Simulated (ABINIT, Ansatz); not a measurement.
# Osmium (P6_3/mmc): phonons by linear response, part 3 of 4

Aim: the phonon dispersion of Osmium (P6_3/mmc), checked by a second program.

ABINIT 10.8.3; DFT PBEsol, scalar-relativistic, plane waves, PseudoDojo norm-conserving pseudopotentials.

So far. Step 4 (Self-consistent run for the response): The cell stands at -0.71 GPa: the relaxation ran with a smoothed and higher cutoff, and the difference is a stress of the finite basis. Step 5 (Zone-centre response): The acoustic modes at Γ come out as far as 4.3 cm⁻¹ from zero, where they should vanish, a small numerical error. The relaxed cell has a = 2.726, c = 4.314 Å (conventional setting).

## Step 7: Dispersion

anaddb transforms the dynamical matrices to force constants and back along the path; points of the mesh come back as solved, but for the sum rule and, in polar crystals, the LO-TO term at Γ; the rest is interpolation.

Input file anaddb.abi:

```
ddb_filepath "all_DDB"
output_file "anaddb.abo"
outdata_prefix "anaddb"
ifcflag 1
ngqpt 3 3 2
nqshft 1
q1shft 0.0 0.0 0.0
asr 1
chneut 0
dipdip 0
dipquad 0
quadquad 0
enunit 0
eivec 0
nph1l 93
qph1l 
    0.0 0.0 0.0 1.0
    0.05 0.0 0.0 1.0
    0.1 0.0 0.0 1.0
    0.15 0.0 0.0 1.0
    0.2 0.0 0.0 1.0
    0.25 0.0 0.0 1.0
    0.3 0.0 0.0 1.0
    0.35 0.0 0.0 1.0
    0.4 0.0 0.0 1.0
    0.45 0.0 0.0 1.0
    0.5 0.0 0.0 1.0
    0.48333333 0.03333333 0.0 1.0
    0.46666667 0.06666667 0.0 1.0
    0.45 0.1 0.0 1.0
    0.43333333 0.13333333 0.0 1.0
    0.41666667 0.16666667 0.0 1.0
    0.4 0.2 0.0 1.0
    0.38333333 0.23333333 0.0 1.0
    0.36666667 0.26666667 0.0 1.0
    0.35 0.3 0.0 1.0
    0.33333333 0.33333333 0.0 1.0
    0.3 0.3 0.0 1.0
    0.26666667 0.26666667 0.0 1.0
    0.23333333 0.23333333 0.0 1.0
    0.2 0.2 0.0 1.0
    0.16666667 0.16666667 0.0 1.0
    0.13333333 0.13333333 0.0 1.0
    0.1 0.1 0.0 1.0
    0.06666667 0.06666667 0.0 1.0
    0.03333333 0.03333333 0.0 1.0
    0.0 0.0 0.0 1.0
    0.0 0.0 0.05 1.0
    0.0 0.0 0.1 1.0
    0.0 0.0 0.15 1.0
    0.0 0.0 0.2 1.0
    0.0 0.0 0.25 1.0
    0.0 0.0 0.3 1.0
    0.0 0.0 0.35 1.0
    0.0 0.0 0.4 1.0
    0.0 0.0 0.45 1.0
    0.0 0.0 0.5 1.0
    0.05 0.0 0.5 1.0
    0.1 0.0 0.5 1.0
    0.15 0.0 0.5 1.0
    0.2 0.0 0.5 1.0
    0.25 0.0 0.5 1.0
    0.3 0.0 0.5 1.0
    0.35 0.0 0.5 1.0
    0.4 0.0 0.5 1.0
    0.45 0.0 0.5 1.0
    0.5 0.0 0.5 1.0
    0.48333333 0.03333333 0.5 1.0
    0.46666667 0.06666667 0.5 1.0
    0.45 0.1 0.5 1.0
    0.43333333 0.13333333 0.5 1.0
    0.41666667 0.16666667 0.5 1.0
    0.4 0.2 0.5 1.0
    0.38333333 0.23333333 0.5 1.0
    0.36666667 0.26666667 0.5 1.0
    0.35 0.3 0.5 1.0
    0.33333333 0.33333333 0.5 1.0
    0.3 0.3 0.5 1.0
    0.26666667 0.26666667 0.5 1.0
    0.23333333 0.23333333 0.5 1.0
    0.2 0.2 0.5 1.0
    0.16666667 0.16666667 0.5 1.0
    0.13333333 0.13333333 0.5 1.0
    0.1 0.1 0.5 1.0
    0.06666667 0.06666667 0.5 1.0
    0.03333333 0.03333333 0.5 1.0
    0.0 0.0 0.5 1.0
    0.5 0.0 0.5 1.0
    0.5 0.0 0.45 1.0
    0.5 0.0 0.4 1.0
    0.5 0.0 0.35 1.0
    0.5 0.0 0.3 1.0
    0.5 0.0 0.25 1.0
    0.5 0.0 0.2 1.0
    0.5 0.0 0.15 1.0
    0.5 0.0 0.1 1.0
    0.5 0.0 0.05 1.0
    0.5 0.0 0.0 1.0
    0.33333333 0.33333333 0.5 1.0
    0.33333333 0.33333333 0.45 1.0
    0.33333333 0.33333333 0.4 1.0
    0.33333333 0.33333333 0.35 1.0
    0.33333333 0.33333333 0.3 1.0
    0.33333333 0.33333333 0.25 1.0
    0.33333333 0.33333333 0.2 1.0
    0.33333333 0.33333333 0.15 1.0
    0.33333333 0.33333333 0.1 1.0
    0.33333333 0.33333333 0.05 1.0
    0.33333333 0.33333333 0.0 1.0
```

Input file mrgddb.in:

```
all_DDB
merged
6
dfpt_gammao_DDB
dfpt_qo_DS1_DDB
dfpt_qo_DS2_DDB
dfpt_qo_DS3_DDB
dfpt_qo_DS4_DDB
dfpt_qo_DS5_DDB
```

Run with:

```
$ mrgddb < mrgddb.in > mrgddb.log
$ OMP_NUM_THREADS=1 anaddb anaddb.abi > anaddb.log
```

anaddb.abo, the main output file:

```text
[banners, grids, parts of the stress and lines that vanish by symmetry left out]
-outvars_anaddb: echo values of input variables ----------------------

 Flags :
[...]
Phonon wavevector (reduced coordinates) :  0.00000  0.00000  0.00000
 Phonon energies in Hartree :
[...]
Phonon frequencies in cm-1    :
-  0.000000E+00  0.000000E+00  0.000000E+00  1.606026E+02  1.606026E+02
-  2.241474E+02
[...]
Phonon wavevector (reduced coordinates) :  0.05000  0.00000  0.00000
 Phonon energies in Hartree :
[...]
Phonon frequencies in cm-1    :
-  2.356376E+01  2.712433E+01  3.650131E+01  1.618737E+02  1.622633E+02
-  2.226998E+02
[...]
Phonon wavevector (reduced coordinates) :  0.10000  0.00000  0.00000
 Phonon energies in Hartree :
[...]
Phonon frequencies in cm-1    :
-  4.604598E+01  5.300376E+01  7.162013E+01  1.653470E+02  1.668998E+02
-  2.184246E+02
[...]
Phonon wavevector (reduced coordinates) :  0.15000  0.00000  0.00000
 Phonon energies in Hartree :
[...]
Phonon frequencies in cm-1    :
-  6.647336E+01  7.652188E+01  1.040933E+02  1.701592E+02  1.736261E+02
-  2.115370E+02
[...]
Phonon wavevector (reduced coordinates) :  0.20000  0.00000  0.00000
 Phonon energies in Hartree :
[...]
Phonon frequencies in cm-1    :
-  8.407946E+01  9.680619E+01  1.328787E+02  1.752801E+02  1.813553E+02
-  2.024322E+02
[...]
Phonon wavevector (reduced coordinates) :  0.25000  0.00000  0.00000
 Phonon energies in Hartree :
[...]
Phonon frequencies in cm-1    :
-  9.838358E+01  1.133164E+02  1.572189E+02  1.798506E+02  1.891180E+02
-  1.917279E+02
  Phonon wavevector (reduced coordinates) :  0.30000  0.00000  0.00000
 Phonon energies in Hartree :
[...]
Phonon frequencies in cm-1    :
-  1.092380E+02  1.258896E+02  1.766400E+02  1.803011E+02  1.833724E+02
-  1.962607E+02
  Phonon wavevector (reduced coordinates) :  0.35000  0.00000  0.00000
 Phonon energies in Hartree :
[...]
Phonon frequencies in cm-1    :
-  1.168286E+02  1.347216E+02  1.692974E+02  1.857300E+02  1.908441E+02
-  2.025589E+02
  Phonon wavevector (reduced coordinates) :  0.40000  0.00000  0.00000
 Phonon energies in Hartree :
[...]
Phonon frequencies in cm-1    :
-  1.216088E+02  1.402630E+02  1.600804E+02  1.870898E+02  1.996730E+02
-  2.081165E+02
  Phonon wavevector (reduced coordinates) :  0.45000  0.00000  0.00000
 Phonon energies in Hartree :
[...]
Phonon frequencies in cm-1    :
-  1.241514E+02  1.430464E+02  1.540553E+02  1.877387E+02  2.039625E+02
-  2.122990E+02
  Phonon wavevector (reduced coordinates) :  0.50000  0.00000  0.00000
 Phonon energies in Hartree :
[...]
Phonon frequencies in cm-1    :
-  1.249364E+02  1.437595E+02  1.520656E+02  1.879232E+02  2.052123E+02
-  2.138405E+02
  Phonon wavevector (reduced coordinates) :  0.48333  0.03333  0.00000
 Phonon energies in Hartree :
[...]
Phonon frequencies in cm-1    :
-  1.259546E+02  1.437950E+02  1.519742E+02  1.877031E+02  2.049610E+02
-  2.142324E+02
  Phonon wavevector (reduced coordinates) :  0.46667  0.06667  0.00000
 Phonon energies in Hartree :
[...]
Phonon frequencies in cm-1    :
-  1.289108E+02  1.439029E+02  1.517028E+02  1.871063E+02  2.042072E+02
-  2.153333E+02
  Phonon wavevector (reduced coordinates) :  0.45000  0.10000  0.00000
 Phonon energies in Hartree :
[...]
Phonon frequencies in cm-1    :
-  1.335347E+02  1.440860E+02  1.512607E+02  1.862826E+02  2.029512E+02
-  2.169588E+02
[...]
Phonon wavevector (reduced coordinates) :  0.10000  0.00000  0.50000
 Phonon energies in Hartree :
[...]
Phonon frequencies in cm-1    :
-  1.213344E+02  1.213344E+02  1.269816E+02  1.269816E+02  1.844883E+02
-  1.844883E+02
  Phonon wavevector (reduced coordinates) :  0.15000  0.00000  0.50000
 Phonon energies in Hartree :
[...]
Phonon frequencies in cm-1    :
-  1.251530E+02  1.251530E+02  1.369183E+02  1.369183E+02  1.921356E+02
-  1.921356E+02
  Phonon wavevector (reduced coordinates) :  0.20000  0.00000  0.50000
 Phonon energies in Hartree :
[...]
Phonon frequencies in cm-1    :
-  1.288105E+02  1.288105E+02  1.466376E+02  1.466376E+02  2.013420E+02
-  2.013420E+02
  Phonon wavevector (reduced coordinates) :  0.25000  0.00000  0.50000
 Phonon energies in Hartree :
[...]
Phonon frequencies in cm-1    :
-  1.327697E+02  1.327697E+02  1.544120E+02  1.544120E+02  2.102483E+02
-  2.102483E+02
  Phonon wavevector (reduced coordinates) :  0.30000  0.00000  0.50000
 Phonon energies in Hartree :
[...]
Phonon frequencies in cm-1    :
-  1.374108E+02  1.374108E+02  1.594748E+02  1.594748E+02  2.174631E+02
-  2.174631E+02
  Phonon wavevector (reduced coordinates) :  0.35000  0.00000  0.50000
 Phonon energies in Hartree :
[...]
Phonon frequencies in cm-1    :
-  1.424932E+02  1.424932E+02  1.619297E+02  1.619297E+02  2.224240E+02
-  2.224240E+02
[...]
Phonon wavevector (reduced coordinates) :  0.33333  0.33333  0.05000
 Phonon energies in Hartree :
[...]
Phonon frequencies in cm-1    :
-  1.470764E+02  1.470764E+02  1.784051E+02  1.823257E+02  1.823257E+02
-  2.270389E+02
  Phonon wavevector (reduced coordinates) :  0.33333  0.33333  0.00000
 Phonon energies in Hartree :
[...]
Phonon frequencies in cm-1    :
-  1.466020E+02  1.466020E+02  1.779880E+02  1.821232E+02  1.821232E+02
-  2.272528E+02
-
```

Wall time 0.59 s (1 thread of Arm Neoverse V2, shared host).

This step gave:

```yaml
lowest_frequency_on_the_path: 0 cm⁻¹
```

Anaddb. The phonon branches at the labelled points (cm⁻¹):

```
    point  branch 1  branch 2  branch 3  branch 4  branch 5  branch 6
        Γ         0         0         0       161       161       224
  halfway        98       113       157       180       189       192
        M       125       144       152       188       205       214
  halfway       145       146       150       185       199       221
        K       147       147       178       182       182       227
  halfway       115       124       165       183       191       191
        Γ         0         0         0       161       161       224
  halfway        64        64       103       150       150       215
        A       116       116       116       116       178       178
  halfway       133       133       154       154       210       210
        L       152       152       162       162       227       227
  halfway       152       152       178       178       221       221
        H       154       154       199       199       207       207
  halfway       136       136       163       163       214       214
        A       116       116       116       116       178       178
jump to L       152       152       162       162       227       227
  halfway       138       149       152       181       216       220
        M       125       144       152       188       205       214
jump to H       154       154       199       199       207       207
  halfway       153       153       187       189       189       222
        K       147       147       178       182       182       227
```

The phonon branches as a text plot (rows in cm⁻¹):

```
    223 |**       ******     ***        ******    *      **   ***
    213 |  *    **      *   *   *     **      * ** *      ****
    204 |   * *****      * *     *             *    *       *
    194 |    **    *  *****          *        ***    *       **
    185 |   ************  *       * *        *   *    **  ***  **
    175 |  ***       *  ** *       *        *     *     **      *
    166 |***  *     * *     **    *     ****       *
    156 |      *** *   **     **      **  *  *****  *    ******
    147 |       ********* *     *       ** **            ****  **
    137 |   * **  *      *       *   ***          ** *    *
    128 |    *  **       *        * **              ***    **
    118 |     **           *       **                 ***
    109 |    *            *       *
     99 |  **             *     *
     90 |                  *     *
     81 |  **               *
     71 | **               *
     62 |                   *   *
     52 | *                 *
     43 | *                  * *
     33 |*                   *
     24 |*                   * *
     14 |
      5 |                     *
         Γ      M    K        Γ   A       L    H       A|L M|H  K
```

All branches are real along the path.

## Step 8: Sums over the zone

Sums over the zone need many more wavevectors than were solved, so the interpolation is sampled on a dense mesh.

Input file anaddb.abi:

```
ddb_filepath "all_DDB"
output_file "anaddb.abo"
outdata_prefix "anaddb"
ifcflag 1
ngqpt 3 3 2
nqshft 1
q1shft 0.0 0.0 0.0
asr 1
chneut 0
dipdip 0
dipquad 0
quadquad 0
prtdos 2
ng2qpt 19 19 10
dosdeltae 4.5563e-06
ntemper 11
temperinc 100.0
tempermin 0.0
```

Run with:

```
$ OMP_NUM_THREADS=1 anaddb anaddb.abi > anaddb.log
```

anaddb.abo, the main output file:

```text
-outvars_anaddb: echo values of input variables ----------------------

 Flags :
     ifcflag         1
 Miscellaneous information :
         asr         1
      chneut         0
 Interatomic Force Constants Inputs :
      dipdip         0
     dipquad         0
    quadquad         0
      ifcana         0
      ifcout         0
 Description of grid 1 :
        brav         1
       ngqpt         3         3         2
      nqshft         1
      q1shft
                     0.00000000E+00  0.00000000E+00  0.00000000E+00
 Phonon DOS information :
   dosdeltae  4.55630000E-06
    dossmear  4.55633525E-06
 Description of grid 2 (Fourier interp. or BZ sampling):
      ng2qpt        19        19        10
      ngrids         4
      q2shft         0.00000000E+00  0.00000000E+00  0.00000000E+00

================================================================================

 read the DDB information and perform some checks

  ==== Info on the Cryst% object ====
 Real(R)+Recip(G) space primitive vectors, cartesian coordinates (Bohr,Bohr^-1):
 R(1)=  5.1509013  0.0000000  0.0000000  G(1)=  0.1941408  0.1120872  0.0000000
 R(2)= -2.5754507  4.4608114  0.0000000  G(2)=  0.0000000  0.2241745  0.0000000
 R(3)=  0.0000000  0.0000000  8.1531376  G(3)=  0.0000000  0.0000000  0.1226522
 Unit cell volume ucvol=  1.8733627E+02 bohr^3
 Angles (23,13,12)=  9.00000000E+01  9.00000000E+01  1.20000000E+02 degrees
 Time-reversal symmetry is present
 Reduced atomic positions [iatom, xred, symbol]:
    1)    0.3333333  0.6666667  0.2500000  Os
    2)    0.6666667  0.3333333  0.7500000  Os

 DDB file with 6 blocks has been read.

================================================================================

 Calculation of the interatomic forces

       Homogeneous q point set in the B.Z.
 Grid q points  :       18
  1)   0.00000000E+00  0.00000000E+00  0.00000000E+00
  2)   3.33333333E-01  0.00000000E+00  0.00000000E+00
  3)  -3.33333333E-01  0.00000000E+00  0.00000000E+00
  4)   0.00000000E+00  3.33333333E-01  0.00000000E+00
  5)   3.33333333E-01  3.33333333E-01  0.00000000E+00
  6)  -3.33333333E-01  3.33333333E-01  0.00000000E+00
  7)   0.00000000E+00 -3.33333333E-01  0.00000000E+00
  8)   3.33333333E-01 -3.33333333E-01  0.00000000E+00
  9)  -3.33333333E-01 -3.33333333E-01  0.00000000E+00
 10)   0.00000000E+00  0.00000000E+00  5.00000000E-01
 11)   3.33333333E-01  0.00000000E+00  5.00000000E-01
 12)  -3.33333333E-01  0.00000000E+00  5.00000000E-01
 13)   0.00000000E+00  3.33333333E-01  5.00000000E-01
 14)   3.33333333E-01  3.33333333E-01  5.00000000E-01
 15)  -3.33333333E-01  3.33333333E-01  5.00000000E-01
 16)   0.00000000E+00 -3.33333333E-01  5.00000000E-01
 17)   3.33333333E-01 -3.33333333E-01  5.00000000E-01
 18)  -3.33333333E-01 -3.33333333E-01  5.00000000E-01

 The interatomic forces have been obtained

================================================================================

 Calculation of phonon density of states

 Average speed of sound partial sums:     0.1716367059E-02 (at units)
-                                   =           3.7549 [km/s]

 Debye frequency from partial sums:     0.1169193906E-02 (Ha)
-                                 =     0.7692926341E+01 (THz)
-Debye temperature from partial sums:     0.3692022346E+03 (K)

 Average speed of sound:     0.1824627625E-02 (at units)
-                      =           3.9917 [km/s]

 Debye frequency from DOS:     0.1242941297E-02 (Ha)
-                        =     0.8178160869E+01 (THz)
-Debye temperature from DOS:     0.3924898190E+03 (K)

-
```

Run time: 0.73 s. Hardware: 1 thread.

Numbers from this step:

| Quantity | Value |
| --- | --- |
| share of modes beyond 3i cm⁻¹ on the dense interpolated mesh | 0 |
| zero-point energy per atom | 31.21 meV |
| heat capacity at 300 K | 23.59 J/(mol atoms K) |
| vibrational entropy at 300 K | 31.74 J/(mol atoms K) |

The phonon density of states has structure finer than the step of the table below, so its rows give means over 10 cm⁻¹, whole bins alone (the curve runs from -30 to 257 cm⁻¹). Peaks (cm⁻¹: height): 151.0: 0.129, 184.0: 0.0871, 220.0: 0.108.

Tetrahedra. Table of phonon density of states by wavenumber; means over each step:

```
wavenumber (cm⁻¹)  phonon density of states (1/cm⁻¹/cell)
                0                                  5.0e-7
               10                                  3.2e-5
               20                                  1.2e-4
               30                                  4.4e-4
               40                                  8.6e-4
               50                                 0.00143
               60                                 0.00220
               70                                 0.00319
               80                                 0.00455
               90                                 0.00636
              100                                 0.00892
              110                                  0.0130
              120                                  0.0199
              130                                  0.0319
              140                                  0.0529
              150                                   0.100
              160                                  0.0515
              170                                  0.0434
              180                                  0.0631
              190                                  0.0289
              200                                  0.0373
              210                                  0.0579
              220                                  0.0687
              230                                 0.00289
              240                                       0
```

Harmonic thermodynamic functions per atom, summed over the density of states scaled to three modes an atom; melting is ignored. Thermodynamic functions:

```
T (K)  F_vib (meV/atom)  S (J/mol-atom/K)  C_V (J/mol-atom/K)
    0             31.21                 0                   0
   50             31.01             1.752               5.434
  100              28.3             9.055               15.67
  200             11.55             22.45               22.03
  300             -16.8             31.74               23.59
  400            -53.42             38.62               24.17
  500            -96.35             44.04               24.44
  600            -144.4             48.51               24.59
  700            -196.7             52.31               24.69
  800            -252.7             55.61               24.75
  900            -311.8             58.53               24.79
 1000            -373.9             61.14               24.82
```

At 300 K the heat capacity has reached 95 % of the Dulong-Petit value.

(Continued in part 4 of 4.)

[Host names and launcher messages were left out of these logs when they were recorded.]

[Logs are printed without paths, hosts, clocks, repeated set-up lines and the standing remarks that a program may print on its own settings, such as how far it seeks lower states.]

[Hosts, paths, dates, database ids (printed as entryN), source tags and the programs' standing remarks are cut or masked in the printed files.]
